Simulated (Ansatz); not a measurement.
# Pt3PbC (Pm-3m): a soft mode frozen in, part 3 of 3

Aim: this structure of Pt3PbC (Pm-3m) is to be tested for unstable modes, and one is followed downhill.

Ansatz 0.2.0; DFT PBEsol, scalar-relativistic, plane waves, PAW; PAW set soft_1.

So far. Step 5 (Energy along the mode, all amplitudes (two of the runs …): The lowest of the steps tried is at 0.08 Å, 3.48 meV/atom below the parent; the bottom of the well need not coincide with a step. Step 7 (The new phase in its own primitive cell): The largest force component left is 0.0091 meV/Å and the pressure is -0.001 GPa, within the tolerances set. The cell now holds 15.72 Å³/atom. The relaxed cell has a = 6.016, c = 4.344 Å (conventional setting).

### Step 8. Modes of the new phase, k-mesh 6×6×8

A relaxed structure may still be a saddle point, so its zone-centre modes are computed. No field response is asked, since the mesh shows no gap.

input.yaml reads:

```yaml
crystal:
  lattice:
    - [6.0159749381, 0.0, 0.0]
    - [0.0, 6.0159749381, 0.0]
    - [0.0, 0.0, 4.3444293344]
  atoms:
    - { symbol: Pt, position: [0.0, 0.5, 0.0] }
    - { symbol: Pt, position: [0.5, 0.0, 0.0] }
    - { symbol: Pt, position: [0.238310801, 0.238310801, 0.5] }
    - { symbol: Pt, position: [0.761689199, 0.761689199, 0.5] }
    - { symbol: Pt, position: [0.761689199, 0.238310801, 0.5] }
    - { symbol: Pt, position: [0.238310801, 0.761689199, 0.5] }
    - { symbol: Pb, position: [0.0, 0.0, 0.0] }
    - { symbol: Pb, position: [0.5, 0.5, 0.0] }
    - { symbol: C, position: [0.0, 0.5, 0.5] }
    - { symbol: C, position: [0.5, 0.0, 0.5] }
kpoints:
  mp_grid: { grid: [6, 6, 8] }
hamiltonian:
  xc: pbesol
  pseudopotentials: { kind: paw, azcp: { folder: soft_1 }, xc_functional: pbe }
scf:
  occupations: { method: methfessel_paxton, width: 0.2 }
output:
  eigenvalues: true
phonons:
  method: dfpt
```

The run is started by

```sh
ansatz run input.yaml --threads 4 --pin off --max-ram 10240MiB --backend cpu --events-out ev --progress --plain --runs-dir out
```

Numbers of over 12 decimals in the logs are rounded to 6 here.

The log of the run:

```text
zone centre: on kpoints.mp_grid the ground state, and the responses unless they are solved on pairs of k-points, stand on 100 of the mesh's 288 k-points, reduced under 2 symmetry operations, with k and −k counted as one. Each operation leaves every solved displacement unchanged or reverses it
Engine: ansatz 0.2.0, aarch64-unknown-linux-gnu
Pseudopotentials: kind: paw
Pseudopotential: Pt, paw, valence charge 18, recommended cutoff 420 eV (normal), soft_1/Pt.paw.azcp
Pseudopotential: Pb, paw, valence charge 14, recommended cutoff 420 eV (normal), soft_1/Pb.paw.azcp
Pseudopotential: C, paw, valence charge 4, recommended cutoff 420 eV (normal), soft_1/C.paw.azcp
Functional definition: PBEsol
  exchange = pbesol_x
  correlation = pbesol_c
Crystal: 10 atoms, lattice volume = 157.233 Å³
Basis set: ecut = 420 eV, 3083 PW (Γ), exchange–correlation on 90×90×60 points (8 copies of the dense FFT grid, shifted against one another)
Bands: 87, of which v1, the nominal top of the filled ones, is band 72 counted from 1 (71 counted from 0)
Symmetry: 16 space group operations
k-points: 100 of 288 (irreducible under 2 space group operations, time reversal used)
Non-local potential: Pt, projectors of the file, l = 0: 3, l = 1: 2, l = 2: 2, l = 3: 1
Non-local potential: Pb, projectors of the file, l = 0: 2, l = 1: 2, l = 2: 2, l = 3: 1
Non-local potential: C, projectors of the file, l = 0: 2, l = 1: 2, l = 2: 1
PAW form: soft (Blöchl's): semilocal exchange-correlation on the pseudo side does not see the compensation charge
PAW frozen core: Pt, regenerated for the run's functional, and the local potential with it (the file was generated under x = pbe(κ = 0.804, μ = 0.219515), c = pbe(β = 0.066725))
PAW frozen core: Pb, regenerated for the run's functional, and the local potential with it (the file was generated under x = pbe(κ = 0.804, μ = 0.219515), c = pbe(β = 0.066725))
PAW frozen core: C, regenerated for the run's functional, and the local potential with it (the file was generated under x = pbe(κ = 0.804, μ = 0.219515), c = pbe(β = 0.066725))
PAW one-centre angular grid: Pt, 590 points (default); XC on 64 Gauss nodes
PAW one-centre angular grid: Pb, 590 points (default); XC on 64 Gauss nodes
PAW one-centre angular grid: C, 110 points (default); XC on 64 Gauss nodes
Initial density: superposition of atomic densities (chi_scale 0.1, normalization cell, long waves kept (reshape's long-wave potential 0.00 eV rms))
Initial wavefunctions: pseudopotential atomic-orbital guess
Functional: x = pbesol(κ = 0.804, μ = 0.123457), c = pbesol(β = 0.046)
SCF iter   1: F=—  HF=-98319.155750 eV  |F-HF|=—  |Δ(HF+E_count)|=         —  Δρ=8.21e-2  dr2=1.22e1  ethr=3.10e-3  ⟨swp⟩=6.0  Hψ=31270  notcnv=0  defer=8
preconditioner: auto → Kerker (q_TF=auto, 2.689 Å⁻¹)  [metal: Δε(μ)=0.011 eV  Ē_g=10.691 eV  σ=0.200 eV  W_gap=0.05  n_scr=46 (ndim 8)  ℏωp=29.0 eV  f_vac=0.000  D(μ)=8.22/eV (n_scr^D=76)]
SCF iter   2: F=—  HF=-98316.956930 eV  |F-HF|=—  |Δ(HF+E_count)|=    2.20e0  S|Δr|=    0.00e0  Δρ=4.10e-2  dr2=3.18e0  ethr=3.10e-3  ⟨swp⟩=2.6  Hψ=14454  notcnv=0  defer=563
SCF iter   3: F=—  HF=-98316.201632 eV  |F-HF|=—  |Δ(HF+E_count)|=   7.55e-1  S|Δr|=    0.00e0  Δρ=6.11e-3  dr2=7.09e-2  ethr=2.21e-3  ⟨swp⟩=2.0  Hψ=12791  notcnv=0  defer=563
SCF iter   4: F=—  HF=-98316.188006 eV  |F-HF|=—  |Δ(HF+E_count)|=   1.36e-2  S|Δr|=    0.00e0  Δρ=1.11e-3  dr2=2.79e-3  ethr=4.93e-5  ⟨swp⟩=1.0  Hψ=10101  notcnv=0  defer=563
SCF iter   5: F=—  HF=-98316.187426 eV  |F-HF|=—  |Δ(HF+E_count)|=   5.80e-4  S|Δr|=    0.00e0  Δρ=3.32e-4  dr2=3.96e-4  ethr=1.94e-6  ⟨swp⟩=2.0  Hψ=11355  notcnv=0  defer=563
SCF iter   6: F=—  HF=-98316.187313 eV  |F-HF|=—  |Δ(HF+E_count)|=   1.13e-4  S|Δr|=    0.00e0  Δρ=8.92e-5  dr2=2.73e-5  ethr=2.75e-7  ⟨swp⟩=2.0  Hψ=11182  notcnv=0  defer=563
SCF iter   7: F=—  HF=-98316.187306 eV  |F-HF|=—  |Δ(HF+E_count)|=   6.95e-6  S|Δr|=    0.00e0  Δρ=2.15e-5  dr2=1.31e-6  ethr=1.90e-8  ⟨swp⟩=2.0  Hψ=12375  notcnv=0  defer=563
SCF iter   8: F=—  HF=-98316.187314 eV  |F-HF|=—  |Δ(HF+E_count)|=   7.83e-6  S|Δr|=    0.00e0  Δρ=5.10e-6  dr2=9.54e-8  ethr=9.07e-10  ⟨swp⟩=2.0  Hψ=11559  notcnv=0  defer=563
SCF iter   9: F=—  HF=-98316.187314 eV  |F-HF|=—  |Δ(HF+E_count)|=   1.54e-8  S|Δr|=    0.00e0  Δρ=1.55e-6  dr2=1.37e-8  ethr=6.62e-11  ⟨swp⟩=2.0  Hψ=12374  notcnv=0  defer=563
SCF iter  10: F=—  HF=-98316.187314 eV  |F-HF|=—  |Δ(HF+E_count)|=   3.23e-9  S|Δr|=    0.00e0  Δρ=5.29e-7  dr2=8.39e-10  ethr=9.52e-12  ⟨swp⟩=2.0  Hψ=12085  notcnv=0  defer=563
SCF iter  11: F=—  HF=-98316.187314 eV  |F-HF|=—  |Δ(HF+E_count)|=  2.04e-10  S|Δr|=    0.00e0  Δρ=1.70e-7  dr2=8.04e-11  ethr=1.00e-12  ⟨swp⟩=2.0  Hψ=12282  notcnv=0  defer=563
SCF iter  12: F=-98316.187314 eV  HF=-98316.187314 eV  |F-HF|=4.37e-11  |Δ(HF+E_count)|=  1.46e-11  S|Δr|=    0.00e0  Δρ=3.25e-8  dr2=1.82e-12  ethr=1.00e-12  ⟨swp⟩=13.2  Hψ=48586  notcnv=0
SCF 1 converged in 12 iterations: F = -98316.187314 eV  dr2 = 1.82e-12
[...]
DFPT response loops at Γ: preconditioner auto → Kerker (q_TF=auto, 2.689 Å⁻¹) (partly filled bands, converged f_vac=0.000); β = 1.00, the filter's whole step (`scf.mixing.beta` (0.50) is not read by the response loops under this deck's `scf.mixing.preconditioner`; to damp them name `kerker` or `kerker_dos`, under which they read `scf.mixing.beta`, and type it under 1.00, their step now; both keys bind the ground state too); Broyden in place of MSR1
```

It took 3.4 min on 4 threads of Arm Neoverse V2, shared host; peak memory 3.6 GiB.

The run was cut off at the time limit after its SCF cycle had converged; no result of it is taken.

The program's message: “Warning:”

### Step 9. The phases reached

The phases reached along the modes that were followed are set side by side.

Energies are those of the first relaxation, on the mesh of the frozen mode; space group, volume and gap are those of the last relaxation. Phases, by row:

| mode frozen in | space group | energy from parent (meV/atom) | volume (Å³/atom) | gap on mesh (eV) | lowest zone-centre optical mode (cm⁻¹) | largest shift (Å) |
| --- | --- | --- | --- | --- | --- | --- |
| parent | Pm-3m | 0 | 15.69 | 0 | – | – |
| q = (0, 0, 0), 122i cm⁻¹ | P4mm | -161.5 | 15.9 | 0 | 28.3 | 0.557 |
| q = (0, 0, 0), 122i cm⁻¹ | R3m | -23.94 | 15.59 | 0 | 43 | 0.288 |
| q = (0, 0, 0), 122i cm⁻¹ | Amm2 | -28.53 | 15.6 | 0 | -121 | 0.361 |
| q = (0, -0.5, -0.5), 101i cm⁻¹ | P4/mmm | -4.58 | 15.72 | 0 | – | 0.099 |

### Step 10. Outcome

```
unstable mode of the parent                                                      : q = (0, -0.5, -0.5), 101i cm⁻¹
depth at the lowest point sampled                                                : 3.48 meV/atom
largest atomic shift at that point                                               : 0.08 Å
space group reached (within 0.01 Å)                                              : P4/mmm
energy gained over the parent (first relaxation, on the mesh of the frozen mode) : 4.58 meV/atom
volume per atom, phase reached                                                   : 15.7 Å³
```

Along this mode the structure falls into P4/mmm, 4.58 meV/atom below the parent. At the parent's cell the well is 3.478 meV/atom deep on the steps tried, with its lowest point at a shift of 0.08 Å. Relaxing atoms and cell changes the gain by +1.10 meV/atom against the lowest step (energies at zero smearing). The modes of the phase reached were not computed on this path. Of the 4 patterns followed to their end from this parent, this one ends 157 meV/atom above the lowest, P4mm. Each path keeps the symmetry of its pattern, so a lower phase may lie along a pattern not tried. With no gap, or one that is small against the smearing, the frequencies hang on the k mesh and the smearing, most of all near Kohn anomalies. Spin-orbit coupling is left out, which can matter for the heavy elements here. The PAW files were made for PBE and serve the other functionals too. A phonon run warned that its eigensolver left some bands unconverged in a pass.

[Logs are printed without paths, hosts, clocks, repeated set-up lines and the standing remarks that a program may print on its own settings, such as how far it seeks lower states.]

[Hosts, paths, dates, database ids (printed as entryN), source tags and the programs' standing remarks are cut or masked in the printed files.]
